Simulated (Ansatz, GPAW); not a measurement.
# How RbZnCl3 (model structure) absorbs and reflects light, part 3 of 3

Aim: the dielectric function of RbZnCl3 (model structure), and the optical constants that follow from it. The cell was made here by substitution or stacking, whether or not such a phase is known. It was built so: All Cd replaced by Zn and Cs replaced by Rb in the Pm-3m structure of CsCdCl3. The cell is first relaxed with Ansatz.

GPAW 26.7.0; DFT, PBE, plane-wave PAW (GPAW data sets), scalar-relativistic, RPA, optical limit.

So far. Step 3 (Ground state): There is a gap, 1.47 eV on this mesh (points off the mesh can give less), so no carriers' term is needed.

### Step 5. Dielectric function, RPA

Transitions between filled and empty bands, summed over the zone, give the optical response, so mesh, band count and broadening shape it.

The induced potential is part of this response.

This step: DFT, PBE, plane-wave PAW (GPAW data sets), scalar-relativistic, RPA, optical limit (GPAW 26.7.0).

df.py

```python
from gpaw.response.df import DielectricFunction

df = DielectricFunction('full.gpw', frequencies={'type': 'nonlinear', 'domega0': 0.03, 'omega2': 8},
                        ecut=60,
                        eta=0.15,
                        nbands=62,
                        txt='df.txt')
for direction in ['x']:
    df.get_dielectric_function(xc='RPA', direction=direction, filename=f'df_{direction}.csv')
```

Run with:

```console
OMP_NUM_THREADS=1 python df.py
```

Numbers of over 12 decimals in the logs are rounded to 6 here.

Output:

```text
Using integrator: PointIntegrator
NonLinearFrequencyDescriptor(from 0.000 to 50.622 eV, 467 points)
Nonperiodic BCs:  [False False False]
Using integrator: PointIntegrator
NonLinearFrequencyDescriptor(from 0.000 to 50.622 eV, 467 points)
Nonperiodic BCs:  [False False False]

Calculating chi0 body with:
    Ground state adapter containing:
    Number of spins: 1
    Number of kpoints: 216
    Number of irreducible kpoints: 20
    Number of completely occupied states: 21
    Number of partially occupied states: 21

    Linear response parametrization:
    q_c: [0.0, 0.0, 0.0]
    Number of frequency points: 467
    Planewave cutoff: 60.0
    Number of bands: 62
    Number of planewaves: 147
    Broadening (eta): 0.15

Integrating chi0 body.

Symmetries of q_c:
    Direct symmetries (Uq -> q): 48
    Indirect symmetries (TUq -> q): 0
In total 48 allowed symmetries.

20 groups of equivalent kpoints. 90.740741% reduction.

Integral kind: spectral function

Calculating chi0 optical extensions with:
    Ground state adapter containing:
    Number of spins: 1
    Number of kpoints: 216
    Number of irreducible kpoints: 20
    Number of completely occupied states: 21
    Number of partially occupied states: 21

    Linear response parametrization:
    Number of frequency points: 467
    Planewave cutoff: 60.0
    Number of bands: 62
    Number of planewaves: 147
    Broadening (eta): 0.15
Integrating chi0 head and wings.

Symmetries of q_c:
    Direct symmetries (Uq -> q): 48
    Indirect symmetries (TUq -> q): 0
In total 48 allowed symmetries.

20 groups of equivalent kpoints. 90.740741% reduction.

Integral kind: spectral function wings
```

Wall time 19 s (1 thread of Arm Neoverse V2, shared host); peak memory 0.75 GiB.

Read-outs, printed or worked out from the files:

* electronic dielectric constant ε∞, mean over x, y and z (by symmetry where fewer were run): 3.388
* main peak of Im epsilon, first axis: 8.642 eV

Some rows of df_x.csv (energy; Re and Im without local fields; Re and Im with them):

```text
0.000000, 3.850832, -0.000000, 3.388323, -0.000000
0.555532, 3.880261, 0.016731, 3.415623, 0.015577
1.143969, 3.995424, 0.048899, 3.523829, 0.046523
1.768324, 4.205336, 0.435212, 3.721287, 0.434897
2.431988, 4.494913, 0.635667, 3.987229, 0.622175
3.138794, 3.929569, 0.962506, 3.376554, 0.977430
3.893091, 4.769861, 0.821930, 4.107651, 0.762712
4.699832, 4.842636, 1.564710, 3.968773, 1.378378
5.564682, 3.960560, 2.705864, 3.354657, 2.200396
6.494155, 3.676144, 2.650292, 3.265624, 2.325084
7.495775, 3.703204, 2.356489, 2.719501, 2.051210
8.578281, 2.939972, 4.147512, 2.113619, 2.906078
9.751884, 1.043257, 3.639298, 1.232960, 2.468345
11.028587, 0.907960, 2.627392, 0.878672, 1.769634
12.422601, -0.261171, 2.633216, 0.670302, 2.128403
13.950874, 0.229071, 1.370615, 0.427680, 1.212546
15.633783, 0.747887, 1.499915, 0.626950, 1.210840
17.496047, -0.062350, 1.952546, 0.796638, 1.036199
19.567954, -0.228796, 0.849604, 0.441655, 0.946489
```

The Im ε, E ∥ x has structure finer than the step of the table below, so its rows give means over 0.5 eV, whole bins alone (the curve runs from 0 to 21.9 eV). Peaks (eV: height): 2.86: 1.05, 4.24: 1.53, 5.61: 2.21, 6.55: 2.40, 7.15: 2.84, 8.64: 2.95, 12.34: 2.19.

Values under the direct gap are tails of Lorentzian lines. Table of Im ε, E ∥ x by photon energy; means over each step:

```
photon energy (eV)  Im ε, E ∥ x
               0.5       0.0141
               1.0       0.0371
               1.5        0.158
               2.0        0.320
               2.5        0.628
               3.0        0.976
               3.5        0.490
               4.0        0.976
               4.5         1.27
               5.0         1.86
               5.5         1.99
               6.0         1.87
               6.5         2.14
               7.0         2.39
               7.5         2.19
               8.0         2.60
               8.5         2.85
               9.0         2.82
               9.5         2.55
              10.0         2.47
              10.5         2.00
              11.0         1.82
              11.5         1.70
              12.0         2.00
              12.5         2.08
              13.0         1.69
              13.5         1.42
              14.0         1.19
              14.5         1.14
              15.0         1.07
              15.5         1.20
              16.0         1.03
              16.5         1.03
              17.0        0.967
              17.5         1.03
              18.0         1.02
              18.5         1.05
              19.0         1.11
              19.5        0.984
              20.0        0.851
              20.5        0.884
              21.0        0.925
              21.5        0.782
```

Table of Re ε, E ∥ x by photon energy:

```
photon energy (eV)  Re ε, E ∥ x
                 0         3.39
                 1         3.49
                 2         3.54
                 3         3.46
                 4         4.08
                 5         3.75
                 6         3.01
                 7         3.18
                 8         2.31
                 9         1.73
                10         1.18
                11        0.867
                12         1.24
                13        0.361
                14        0.449
                15        0.727
                16        0.555
                17        0.727
                18        0.697
                19        0.634
                20        0.492
                21        0.433
```

The Im ε, E ∥ x has structure finer than the step of the table below, so its rows give means over 0.5 eV, whole bins alone (the curve runs from 0 to 21.9 eV). Peaks (eV: height): without local fields 2.86: 1.05, 5.56: 2.71, 7.10: 3.12, 9.15: 4.48, 12.02: 3.27, 16.44: 2.09; with local fields 2.86: 1.05, 4.24: 1.53, 5.61: 2.21, 6.55: 2.40, 7.15: 2.84, 8.64: 2.95, 12.34: 2.19.

Values under the direct gap are tails of Lorentzian lines. The Im ε, E ∥ x by photon energy; means over each step:

```
photon energy (eV)  without local fields  with local fields
               0.5                0.0151             0.0141
               1.0                0.0392             0.0371
               1.5                 0.160              0.158
               2.0                 0.323              0.320
               2.5                 0.637              0.628
               3.0                 0.967              0.976
               3.5                 0.496              0.490
               4.0                  1.04              0.976
               4.5                  1.36               1.27
               5.0                  2.20               1.86
               5.5                  2.41               1.99
               6.0                  2.25               1.87
               6.5                  2.44               2.14
               7.0                  2.67               2.39
               7.5                  2.51               2.19
               8.0                  3.29               2.60
               8.5                  3.97               2.85
               9.0                  4.22               2.82
               9.5                  3.91               2.55
              10.0                  3.54               2.47
              10.5                  2.75               2.00
              11.0                  2.65               1.82
              11.5                  2.82               1.70
              12.0                  3.14               2.00
              12.5                  2.55               2.08
              13.0                  1.91               1.69
              13.5                  1.68               1.42
              14.0                  1.41               1.19
              14.5                  1.37               1.14
              15.0                  1.38               1.07
              15.5                  1.45               1.20
              16.0                  1.59               1.03
              16.5                  1.97               1.03
              17.0                  1.87              0.967
              17.5                  1.88               1.03
              18.0                  1.63               1.02
              18.5                  1.52               1.05
              19.0                  1.17               1.11
              19.5                 0.906              0.984
              20.0                 0.909              0.851
              20.5                 0.742              0.884
              21.0                 0.513              0.925
              21.5                 0.452              0.782
```

The reflectivity at normal incidence, E ∥ x has structure finer than the step of the table below, so its rows give means over 0.5 eV, whole bins alone (the curve runs from 0 to 21.9 eV). Peaks (eV: height): 4.93: 13.7, 6.49: 13.5, 7.15: 14.9, 7.85: 14.6, 9.15: 15.7, 10.17: 15.9, 12.75: 15.5.

Reflectivity at normal incidence, E ∥ x against photon energy; means over each step:

photon energy (eV), reflectivity at normal incidence, E ∥ x (%) and a bar from the least value:
```
      0.5        8.9 ##########
      1.0        9.2 ###########
      1.5        9.9 #############
      2.0        9.8 #############
      2.5       11.0 ################
      3.0       10.1 ##############
      3.5        9.2 ###########
      4.0       12.1 ####################
      4.5       11.6 ##################
      5.0       13.1 #######################
      5.5       12.5 #####################
      6.0       11.4 ##################
      6.5       12.6 #####################
      7.0       13.3 ########################
      7.5       12.0 ####################
      8.0       13.7 #########################
      8.5       15.0 #############################
      9.0       15.3 ##############################
      9.5       14.6 ############################
     10.0       14.8 ############################
     10.5       12.8 ######################
     11.0       11.2 #################
     11.5        9.5 ############
     12.0       11.4 ##################
     12.5       14.4 ###########################
     13.0       14.2 ##########################
     13.5       11.9 ###################
     14.0        9.8 ############
     14.5        8.0 #######
     15.0        6.7 ###
     15.5        7.8 ######
     16.0        7.4 #####
     16.5        6.4 ##
     17.0        5.9 
     17.5        6.0 
     18.0        6.4 ##
     18.5        6.5 ##
     19.0        7.8 ######
     19.5        8.4 ########
     20.0        7.0 ####
     20.5        6.3 #
     21.0        8.3 ########
     21.5        8.2 #######
```

The loss function −Im 1/ε at q → 0, E ∥ x has structure finer than the step of the table below, so its rows give means over 1 eV, whole bins alone (the curve runs from 0 to 21.9 eV). Peaks (eV: height): 14.0: 0.750, 16.0: 0.767, 19.9: 0.884.

Values under the direct gap are tails of Lorentzian lines. Table of loss function −Im 1/ε at q → 0, E ∥ x by energy loss; means over each step:

```
energy loss (eV)  loss function −Im 1/ε at q → 0, E ∥ x
               1                                0.00349
               2                                 0.0241
               3                                 0.0641
               4                                 0.0569
               5                                  0.103
               6                                  0.143
               7                                  0.177
               8                                  0.196
               9                                  0.267
              10                                  0.358
              11                                  0.432
              12                                  0.389
              13                                  0.555
              14                                  0.692
              15                                  0.642
              16                                  0.684
              17                                  0.658
              18                                  0.652
              19                                  0.708
              20                                  0.846
              21                                  0.884
```

At chosen wavelengths:

```
wavelength (nm)     n      k  R (%)     1/α
           1064  1.88  0.013    9.3  6.5 µm
            800  1.93  0.038   10.0  1.7 µm
            633  1.88  0.083    9.4  608 nm
            450  1.97  0.220   11.2  163 nm
            365  1.79  0.143    8.3  203 nm
            248  2.00  0.502   13.5   39 nm
            193  1.92  0.548   12.9   28 nm
```

Below the direct gap, k and the depth come from the tails of the Lorentzian lines, not from transitions.

Rows near the edge hang on the gap, which this functional as a rule makes too small, and phonon-assisted absorption is left out.

### Step 6. Outcome

```
electronic dielectric constant ε∞, mean over x, y and z (by symmetry where fewer were run) (RPA) : 3.39
main peak of Im epsilon, first axis                                                              : 8.64 eV
```

At this level (PBE, RPA) RbZnCl3 has ε∞ = 3.39 and n = 1.86 at 1550 nm, and Im ε peaks at 8.6 eV. The cell grew by 7.4 % in volume. On the mesh the gap is 1.40 eV and the least direct gap 1.81 eV, so on this mesh the band edges lie at different points. Local fields change the static value along x from 3.85 to 3.39 (-12 %). Distinct maxima of Im ε, read by a parabola through the highest points, lie at 6.56 eV (2.4), 7.14 eV (2.8), 7.87 eV (2.8) and 8.64 eV (2.9). Excitons and phonon-assisted transitions are missing; PBE gaps are as a rule too small, which pulls the onset down and ε∞ up. The sum runs over mesh points, so small or evenly spaced maxima can still be ripples of the mesh. In this version of GPAW the matrix elements of the optical limit are incomplete, which can lower ε − 1 by up to a tenth where first-row anions or d states rule, and shift it by more in d metals.

[Machine, clock and banner lines and Python warnings are left out of the logs.]

[Logs are printed without paths, hosts, clocks, repeated set-up lines and the standing remarks that a program may print on its own settings, such as how far it seeks lower states.]

[Hosts, paths, dates, database ids (printed as entryN), source tags and the programs' standing remarks are cut or masked in the printed files.]
